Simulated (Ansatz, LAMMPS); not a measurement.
# Amorphous Cd6Zn25Se6Te25 (62 atoms): support functions against a reference, part 2 of 3

Aim: test how closely localised support functions follow the reference on amorphous Cd6Zn25Se6Te25 (62 atoms), and at what cost. A setting counts as converged where the r.m.s. difference of forces stays under 1 % of the r.m.s. force.

Ansatz 0.2.0; Kohn-Sham DFT, PBE, PAW (set soft_2), plane waves.

The cell: 6 Cd, 25 Zn, 6 Se and 25 Te. The quench rate of 500 K/ps is many orders above laboratory rates. The starting topology of bonds comes from the classical model. The Brillouin zone is sampled at Γ only, in a cell whose shortest periodic width is 12 Å. The levels lack spin–orbit coupling.

So far. Step 4 (Support functions low): Forces differ from the reference by 0.6 meV/Å r.m.s., 0.17 % of their size, well within a tolerance of 1 %; the energy by -1.8 meV/atom. It took roughly 3.5 times the reference's time (one timing each, with unlike analyses asked), in 15 cycles against 14.

## 5. Support functions medium, spacing 0.45 Å

The grid spacing sets how fine a wave the support functions can hold.

This step: Kohn-Sham DFT, PBE, PAW (set soft_2), localised support functions (medium) (Ansatz 0.2.0).

input.yaml

```yaml
crystal:
  lattice:
    - [12.1417, 0.0, 0.0]
    - [0.0, 12.1417, 0.0]
    - [0.0, 0.0, 12.1417]
  atoms:
    [... the 62 atom lines of step 3 ...]
kpoints:
  mp_grid: { grid: [1, 1, 1] }
hamiltonian:
  xc: pbe
scf:
  occupations: { method: gaussian, width: 0.025 }
  eigensolver: { kind: { support_functions: { accuracy: medium, spacing: 0.45 } } }
  max_iter: 150
output:
  forces: true
  eigenvalues: true
```

On the command line:

```console
> ansatz run input.yaml --threads 4 --pin off --max-ram 8192MiB --backend cpu --events-out ev --progress --plain --runs-dir out
```

Log:

```text
[...]
Crystal: 62 atoms, lattice volume = 1789.940 Å³
Basis set: ecut = 420 eV, 35033 PW (Γ), exchange–correlation on 180×180×180 points (8 copies of the dense FFT grid, shifted against one another)
Bands: 550, of which v1, the nominal top of the filled ones, is band 458 counted from 1 (457 counted from 0)
Symmetry: 1 space group operations
k-points: 1
[...]
SCF iter   1: F=—  HF=-339568.521263 eV  |F-HF|=—  |Δ(HF+E_count)|=         —  Δρ=4.51e-2  dr2=8.43e1  ethr=1.00e-1
[...]
SCF iter  15: F=-339605.809146 eV  HF=-339605.809146 eV  |F-HF|=9.78e-8  |Δ(HF+E_count)|=   1.14e-6  Δρ=4.58e-6  dr2=7.73e-7  ethr=3.19e-10
SCF 1 converged in 15 iterations: F = -339605.837674 eV  dr2 = 7.73e-7
[...]
SCF converged after 15 iterations
[...]
Free energy (F): -339605.837674 eV
[...]
Internal energy: -339605.816167 eV  (E = F + TS)
E sigma→0 (E₀):  -339605.826921 eV
Entropy (-TS):   -0.021507 eV (-0.347 meV/atom)
Fermi energy:    7.473137 eV
[...]
--- Forces (eV/Å), atoms counted from 1 ---
  atom   1  Cd    -1.52272105    -0.69583271     2.73471515
  atom   2  Cd     2.45082258    -1.07205837     0.88766770
  atom   3  Cd     0.47395623     2.07334504    -1.96785137
  atom   4  Cd     1.21189559     0.54021913    -1.79245838
  atom   5  Cd     1.79354978    -1.71445650    -0.72167552
  atom   6  Cd     1.60715164    -1.28120242    -1.88192562
  atom   7  Zn    -0.88456420    -0.17727881    -2.26882007
  atom   8  Zn     1.96251816     1.30560489     0.64675282
  atom   9  Zn    -2.45695673    -1.51353387    -0.02753968
  atom  10  Zn     2.02603693    -1.86571695    -2.01574447
  atom  11  Zn     1.03431787     2.33400357    -1.39907476
  atom  12  Zn    -1.74506100     1.23679449     1.50003679
  atom  13  Zn     1.63501557    -2.52071483    -2.40117614
  atom  14  Zn     1.57863536    -1.06433333     0.34605931
[...]
atom  61  Te     0.51842966     0.00986700     0.18218685
  atom  62  Te    -0.00716704     0.31904658    -0.36027110
  max |Σ_I F_I| component: 1.10e1 eV/Å
--- Band table (eV) ---
[...]
```

Run time: 74 s. Hardware: 4 threads of Arm Neoverse V2, shared host; peak memory 2.3 GiB.

The program notes that the forces don't sum to zero within tolerance and the grid leaves an egg-box force.

Forces differ from the reference by 1180 meV/Å r.m.s., 327 % of their size, far over a tolerance of 1 %; the energy by +3500 meV/atom. The setting is coarser than the default on purpose.

## 6. Support functions medium, spacing 0.375 Å

The grid spacing sets how fine a wave the support functions can hold.

input.yaml, the sections that differ from step 5:

```yaml
scf:
  occupations: { method: gaussian, width: 0.025 }
  eigensolver: { kind: { support_functions: { accuracy: medium, spacing: 0.375 } } }
  max_iter: 150
# crystal, kpoints, hamiltonian, output: as in step 5
```

Log:

```text
[...]
Crystal: 62 atoms, lattice volume = 1789.940 Å³
Basis set: ecut = 420 eV, 35033 PW (Γ), exchange–correlation on 180×180×180 points (8 copies of the dense FFT grid, shifted against one another)
Bands: 550, of which v1, the nominal top of the filled ones, is band 458 counted from 1 (457 counted from 0)
Symmetry: 1 space group operations
k-points: 1
[...]
SCF iter   1: F=—  HF=-339786.496838 eV  |F-HF|=—  |Δ(HF+E_count)|=         —  Δρ=3.90e-2  dr2=8.53e1  ethr=1.00e-1
[...]
SCF iter  15: F=-339821.732137 eV  HF=-339821.732137 eV  |F-HF|=2.70e-7  |Δ(HF+E_count)|=   2.20e-6  Δρ=3.94e-6  dr2=5.90e-7  ethr=2.62e-10
SCF 1 converged in 15 iterations: F = -339821.760989 eV  dr2 = 5.90e-7
[...]
SCF converged after 15 iterations
[...]
Free energy (F): -339821.760989 eV
[...]
Internal energy: -339821.739336 eV  (E = F + TS)
E sigma→0 (E₀):  -339821.750162 eV
Entropy (-TS):   -0.021652 eV (-0.349 meV/atom)
Fermi energy:    7.571330 eV
[...]
--- Forces (eV/Å), atoms counted from 1 ---
  atom   1  Cd     0.01286685    -0.37544714     0.49283745
  atom   2  Cd     0.05211164     0.06595659     0.29982031
  atom   3  Cd    -0.09962883    -0.35637493    -0.64118434
  atom   4  Cd    -0.10432194     0.63742846     0.03605187
  atom   5  Cd     0.34976374     0.27483373     0.10727919
  atom   6  Cd    -0.31303611     0.00218304    -0.13077120
  atom   7  Zn    -0.45726489    -0.04090026     0.00332821
  atom   8  Zn     0.01634528    -0.10299234    -0.01572416
  atom   9  Zn    -0.23917889    -0.33215102     0.17086192
  atom  10  Zn    -0.25989835     0.23417341    -0.40742281
  atom  11  Zn     0.17489534     0.05484254    -0.16719261
  atom  12  Zn    -0.15825305     0.07463565     0.34050351
  atom  13  Zn     0.06361640    -0.47221936    -0.42117345
  atom  14  Zn    -0.17080541     0.16605052    -0.43865080
[...]
atom  61  Te     0.44967096     0.10179377     0.21105463
  atom  62  Te    -0.06627587     0.29094142    -0.17466382
  max |Σ_I F_I| component: 3.85e-1 eV/Å
--- Band table (eV) ---
[...]
```

It took 93 s on 4 threads; peak memory 2.6 GiB; 5.9 min of CPU time.

Forces differ from the reference by 50 meV/Å r.m.s., 14 % of their size, far over a tolerance of 1 %; the energy by +18 meV/atom. It took roughly 1.7 times the reference's time (one timing each, with unlike analyses asked), in 15 cycles against 14. The setting is coarser than the default on purpose.

## 7. Support functions medium, spacing 0.325 Å

The grid spacing sets how fine a wave the support functions can hold.

input.yaml, the sections that differ from step 6:

```yaml
scf:
  occupations: { method: gaussian, width: 0.025 }
  eigensolver: { kind: { support_functions: { accuracy: medium, spacing: 0.325 } } }
  max_iter: 150
# crystal, kpoints, hamiltonian, output: as in step 6
```

Log:

```text
[...]
Crystal: 62 atoms, lattice volume = 1789.940 Å³
Basis set: ecut = 420 eV, 35033 PW (Γ), exchange–correlation on 180×180×180 points (8 copies of the dense FFT grid, shifted against one another)
Bands: 550, of which v1, the nominal top of the filled ones, is band 458 counted from 1 (457 counted from 0)
Symmetry: 1 space group operations
k-points: 1
[...]
SCF iter   1: F=—  HF=-339793.424250 eV  |F-HF|=—  |Δ(HF+E_count)|=         —  Δρ=3.94e-2  dr2=8.65e1  ethr=1.00e-1
[...]
SCF iter  19: F=-339823.018452 eV  HF=-339823.018453 eV  |F-HF|=7.45e-7  |Δ(HF+E_count)|=   4.46e-8  Δρ=3.47e-6  dr2=1.04e-6  ethr=1.94e-10
SCF 1 converged in 19 iterations: F = -339823.044414 eV  dr2 = 1.04e-6
[...]
SCF converged after 19 iterations
[...]
Free energy (F): -339823.044414 eV
[...]
Internal energy: -339823.022790 eV  (E = F + TS)
E sigma→0 (E₀):  -339823.033602 eV
Entropy (-TS):   -0.021624 eV (-0.349 meV/atom)
Fermi energy:    7.575363 eV
[...]
--- Forces (eV/Å), atoms counted from 1 ---
  atom   1  Cd     0.04543457    -0.37493066     0.45467984
  atom   2  Cd     0.03821454     0.08839217     0.28489196
  atom   3  Cd    -0.13522337    -0.38540510    -0.60098545
  atom   4  Cd    -0.08644982     0.59380366     0.01237009
  atom   5  Cd     0.33157532     0.30496559     0.09158054
  atom   6  Cd    -0.31511232     0.03177155    -0.10203805
  atom   7  Zn    -0.40869800     0.00681331    -0.03689057
  atom   8  Zn    -0.03919574    -0.12947136    -0.06611906
  atom   9  Zn    -0.20259969    -0.30948919     0.12177832
  atom  10  Zn    -0.28598971     0.25293884    -0.40379025
  atom  11  Zn     0.23158225     0.11314022    -0.13705733
  atom  12  Zn    -0.19214087     0.08766803     0.34774601
  atom  13  Zn     0.06984123    -0.50485209    -0.36947792
  atom  14  Zn    -0.17344887     0.11480308    -0.45013127
[...]
atom  61  Te     0.47130434     0.11203993     0.17286107
  atom  62  Te    -0.04090772     0.40159122    -0.26511282
  max |Σ_I F_I| component: 2.60e-2 eV/Å
--- Band table (eV) ---
[...]
```

Wall time 3.1 min (4 threads); peak memory 3.4 GiB; 12 min of CPU time.

Forces differ from the reference by 2.1 meV/Å r.m.s., 0.58 % of their size, within a tolerance of 1 %; the energy by -3.1 meV/atom. It took roughly 3.5 times the reference's time (one timing each, with unlike analyses asked), in 19 cycles against 14. The setting is coarser than the default on purpose.

## 8. What each setting buys

Each row is set against the plane-wave reference (Kohn-Sham DFT, PBE, PAW (set soft_2), plane waves; r.m.s. force component 0.360 eV/Å). Energies are set beside the reference only for runs with its functional, potentials and electron count. Times are for 4 threads of Arm Neoverse V2, shared host. The reference's time includes the DOS, the stress and grids, which some other runs skip.

```
                                      run  Δ force, r.m.s. (meV/Å)  share of r.m.s. force (%)  Δ energy (meV/atom)  cycles     time  host memory (GiB)
                                reference                        -                          -                    -      14     53 s                3.0
                    support functions low                      0.6                      0.166                -1.81      15  3.1 min                3.9
 support functions medium, spacing 0.45 Å                     1180                        327                 3500      15     74 s                2.3
support functions medium, spacing 0.375 Å                     50.0                       13.9                 17.6      15     93 s                2.6
support functions medium, spacing 0.325 Å                     2.10                      0.584                -3.10      19  3.1 min                3.4
```

## 9. The reference in detail

With the settings judged, the reference run is read for its physics.

Neighbours are counted within 3.18 Å (Te-Zn), 3.30 Å (Te-Cd), 3.08 Å (Zn-Se), 3.18 Å (Cd-Se).

Length of the force by element and coordination:

```
element  coordination  atoms  mean length of the force (eV/Å)  spread  least   most
     Cd           all      6                            0.505   0.153  0.301  0.729
     Cd             1      1                            0.729       0  0.729  0.729
     Cd             3      2                              0.6  0.0054  0.595  0.605
     Cd             4      2                            0.382   0.081  0.301  0.463
     Cd             5      1                            0.336       0  0.336  0.336
     Se           all      6                            0.692   0.167   0.47   1.00
     Se             4      5                            0.714   0.175   0.47   1.00
     Se             5      1                            0.581       0  0.581  0.581
     Te           all     25                            0.665   0.304  0.233   1.49
     Te             2      3                            0.453   0.113  0.363  0.613
     Te             3     11                            0.721   0.251  0.483   1.18
     Te             4     10                            0.673   0.375  0.233   1.49
     Te             5      1                            0.604       0  0.604  0.604
     Zn           all     25                            0.460   0.179  0.150  0.854
     Zn             3     11                            0.443   0.210  0.150  0.854
     Zn             4     14                            0.472   0.149  0.177  0.753
```

States in the cell by windows of 1 eV, zero at the Fermi level; the larger projections on atomic orbitals stand beside the total:

```
from (eV)  to (eV)  total   Zn d  Te p  Cd d  Zn s  Se p  Te s
      -18      -15    0.0    0.0   0.0   0.0   0.0   0.0   0.0
      -15      -14    0.7    0.0   0.0   0.0   0.1   0.0   0.0
      -14      -13   10.2    0.2   0.1   0.0   0.9   0.0   0.1
      -13      -12    2.8    0.0   0.0   0.0   0.3   0.0   1.4
      -12      -11   32.3    0.7   0.6   0.8   2.0   0.1  27.4
      -11      -10   15.9    0.5   0.4   0.4   0.6   0.0  13.7
      -10       -9    5.3    0.0   0.1   5.1   0.0   0.1   0.0
       -9       -8   54.8    0.8   0.7  52.1   0.2   0.1   0.9
       -8       -7  237.4  229.7   2.9   0.5   0.9   1.9   0.9
       -7       -6   13.3   12.1   0.3   0.0   0.3   0.3   0.2
       -6       -5   25.4    1.6   8.8   0.1   7.9   4.6   0.9
       -5       -4   27.9    1.0  13.4   0.1   5.5   4.2   1.1
       -4       -3   34.4    0.9  22.1   0.1   2.0   6.6   0.6
       -3       -2   40.0    1.0  27.6   0.2   1.1   7.4   0.5
       -2       -1   35.7    0.7  26.9   0.2   1.3   3.7   0.5
       -1        0   22.1    0.2  15.3   0.1   2.4   1.2   0.4
        0        1   23.6    0.1  10.4   0.0   5.4   1.5   0.4
        1        2   19.3    0.1   5.3   0.0   5.1   1.0   0.3
        2        3   26.8    0.1   5.1   0.0   6.3   1.1   0.3
        3        4   34.1    0.0   2.9   0.0   2.7   0.6   0.2
        4        5   41.0    0.0   1.9   0.0   1.5   0.4   0.1
```

The levels nearest the highest filled one (over half full), pooled over k-points and spins:

```
level less the highest filled one (eV)  occupation
                                -0.540           2
                                -0.420           2
                                -0.308           2
                                -0.227           2
                               -0.0809           2
                                     0        1.53
                                0.0257       0.467
                                 0.104           0
                                 0.220           0
                                 0.313           0
                                 0.340           0
                                 0.435           0
```

(Continued in part 3 of 3.)

[Long decimals in the printed logs are rounded to 6 places.]

[Logs are printed without paths, hosts, clocks, repeated set-up lines and the standing remarks that a program may print on its own settings, such as how far it seeks lower states.]

[Hosts, paths, dates, database ids (printed as entryN), source tags and the programs' standing remarks are cut or masked in the printed files.]
